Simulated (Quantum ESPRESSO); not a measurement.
# LiH (Fm-3m): the LO frequency by hand

How high does the longitudinal optical mode of LiH (Fm-3m) lie, given the transverse one, the Born charge and ε∞?

Method: DFT LDA, scalar-relativistic, plane waves, PseudoDojo norm-conserving pseudopotentials, in Quantum ESPRESSO 7.5.

The database entry behind the starting cell differs from later determinations by our own check (the deuteride, about 0.2 % short), so it need not match the best structure at ambient conditions.

### 1. The relaxed structure

Symmetry: Fm-3m, No. 225, cubic system. Conventional cell: a = 3.909 Å, b = 3.909 Å, c = 3.909 Å, α = 90.00°, β = 90.00°, γ = 90.00°. Nearest to Li lie 6 H at 1.95 Å. Nearest to H lie 6 Li at 1.95 Å. Farther neighbours are not listed.

This is the cell after its relaxation at this level of theory, not the database cell from which that began.

### 2. What the response run gave

A linear-response run on the relaxed cell, with the response to an electric field; only its zone-centre results are used. Cutoff 74 Ry, k mesh 12×12×12.

The log of the run:

```text
[banners, grids, parts of the stress and lines that vanish by symmetry left out]
Program PHONON v.7.5
     Reading xml data from directory:

[...]
Exchange-correlation= PW
                           (   1   4   0   0   0   0   0)
[...]
kinetic-energy cut-off    =      74.0000  Ry
     charge density cut-off    =     296.0000  Ry
     convergence threshold     =      1.0E-18
[...]
Exchange-correlation= PW
                           (   1   4   0   0   0   0   0)
[...]
q = (   0.0000000   0.0000000   0.0000000 )
     49 Sym.Ops. (with q -> -q+G )
     G cutoff =  204.5982  (   8657 G-vectors)     FFT grid: ( 30, 30, 30)
     number of k points=    72
[...]
Mode symmetry, O_h (m-3m)  point group:
[...]
Dielectric constant
[...]
End of electric fields calculation
          Dielectric constant in cartesian axis
          (       5.009623249      -0.000000000      -0.000000000 )
          (      -0.000000000       5.009623249       0.000000000 )
          (      -0.000000000       0.000000000       5.009623249 )
          Effective charges (d Force / dE) in cartesian axis without acoustic sum rule applied (asr)
           atom    1  Li    Mean Z*:        1.02671
      Ex  (        1.02671        0.00000        0.00000 )
      Ey  (        0.00000        1.02671       -0.00000 )
      Ez  (        0.00000       -0.00000        1.02671 )
           atom    2  H     Mean Z*:       -1.02746
      Ex  (       -1.02746       -0.00000        0.00000 )
      Ey  (        0.00000       -1.02746        0.00000 )
      Ez  (        0.00000       -0.00000       -1.02746 )
          Effective charges Sum: Mean:       -0.00075
[...]
Effective charges (d Force / dE) in cartesian axis with asr applied:
           atom    1  Li    Mean Z*:        1.02709
[...]
atom    2  H     Mean Z*:       -1.02709
[...]
Representation #   1 modes #   1   2   3
[...]
End of self-consistent calculation
     Convergence has been achieved
     Representation #   2 modes #   4   5   6
[...]
End of self-consistent calculation
     Convergence has been achieved
[...]
Dielectric constant in cartesian axis
          (       5.009623249      -0.000000000      -0.000000000 )
          (      -0.000000000       5.009623249       0.000000000 )
          (      -0.000000000       0.000000000       5.009623249 )
          Effective charges (d Force / dE) in cartesian axis without acoustic sum rule applied (asr)
           atom    1  Li    Mean Z*:        1.02671
      Ex  (        1.02671        0.00000        0.00000 )
      Ey  (        0.00000        1.02671       -0.00000 )
      Ez  (        0.00000       -0.00000        1.02671 )
           atom    2  H     Mean Z*:       -1.02746
      Ex  (       -1.02746       -0.00000        0.00000 )
      Ey  (        0.00000       -1.02746        0.00000 )
      Ez  (        0.00000       -0.00000       -1.02746 )
          Effective charges Sum: Mean:       -0.00075
[...]
Effective charges (d Force / dE) in cartesian axis with asr applied:
           atom    1  Li    Mean Z*:        1.02709
[...]
atom    2  H     Mean Z*:       -1.02709
[...]
q = (    0.000000000   0.000000000   0.000000000 )
[...]
freq (    1) =       0.038513 [THz] =       1.284655 [cm-1]
     freq (    2) =       0.038513 [THz] =       1.284655 [cm-1]
     freq (    3) =       0.038513 [THz] =       1.284655 [cm-1]
     freq (    4) =      19.411045 [THz] =     647.482757 [cm-1]
     freq (    5) =      19.411045 [THz] =     647.482757 [cm-1]
     freq (    6) =      19.411045 [THz] =     647.482757 [cm-1]
[...]
Mode symmetry, O_h (m-3m)  point group:
     freq (   1-   3) =          1.3  [cm-1]   --> T_1u G_15  G_4- I
     freq (   4-   6) =        647.5  [cm-1]   --> T_1u G_15  G_4- I

   JOB DONE.
```

```tsv
quantity	value
cell volume Ω (Å³)	14.936
mass of Li (u)	6.940
mass of H (u)	1.008
Born charge of Li, raw (e)	1.027
Born charge of H, raw (e)	-1.028
ε∞	5.010
ω(TO) after the sum rule (cm⁻¹)	647.5
```

### 3. The calculation

The charges must sum to zero over the cell; taking off their mean, 0.000 e, leaves Z* = 1.027 e on Li. In the polar mode Li moves against H, so the reduced mass is μ = 6.94 × 1.01 / 7.95 = 0.880 u.

A longitudinal wave builds up a field that adds to the restoring force: ω(LO)² = ω(TO)² + 4π Z*² / (μ Ω ε∞), in Hartree atomic units. With μ = 1604 electron masses and Ω = 100.80 bohr³ the second term is 1.6363e-05 Ha², or 788205 cm⁻² (1 Ha = 219474.6 cm⁻¹).

So ω(LO) = √(419243 + 788205) = 1098.8 cm⁻¹, and by the Lyddane-Sachs-Teller relation ε₀ = ε∞ (ω(LO)/ω(TO))² = 14.43.

### 4. Check against the program

The analysis program adds the same non-analytic term to the full matrix, here for q along (1 0 0).

The log of the run:

```text
[banner, memory and clock lines left out]
Program DYNMAT v.7.5

     Reading Dynamical Matrix from file g.dyn
     ...Force constants read
     ...epsilon and Z* read

     Polarizability (A^3 units)
     multiply by 0.427983 for Clausius-Mossotti correction
         4.765813   -0.000000   -0.000000
        -0.000000    4.765813    0.000000
        -0.000000    0.000000    4.765813

     IR activities are in (D/A)^2/amu units

# mode   [cm-1]    [THz]      IR
    1     -0.00   -0.0000    0.0000
    2     -0.00   -0.0000    0.0000
    3      0.00    0.0000    0.0000
    4    647.49   19.4112   27.6517
    5    647.49   19.4112   27.6517
    6   1098.83   32.9421   27.6517
```

ε₀ comes from the program's run without a direction of q.

```tsv
quantity	by hand	program
ω(LO) (cm⁻¹)	1098.8	1098.8
ε₀	14.43	14.43
```

### 5. Summary of results

```
TO mode                    : 647.5 cm⁻¹
LO mode                    : 1099 cm⁻¹
static dielectric constant : 14.43
```

What this shows: The LO mode of LiH (Fm-3m) lies at 1099 cm⁻¹, 451 cm⁻¹ above the TO mode; the formula meets the program within 0.1 cm⁻¹, as it must for a cubic crystal with one polar mode. ω(LO)² − ω(TO)² goes with Z*²/ε∞: an error of 5 % in ε∞ would move the LO mode by 17.2 cm⁻¹, and semilocal functionals tend to overestimate ε∞. These are harmonic values at zero temperature, at the volume of this functional, for the structure held cubic; stability elsewhere in the zone is no part of this calculation.

[Host names and launcher messages were left out of these logs when they were recorded.]

[Logs are printed without paths, hosts, clocks, repeated set-up lines and the standing remarks that a program may print on its own settings, such as how far it seeks lower states.]

[Hosts, paths, dates, database ids (printed as entryN), source tags and the programs' standing remarks are cut or masked in the printed files.]
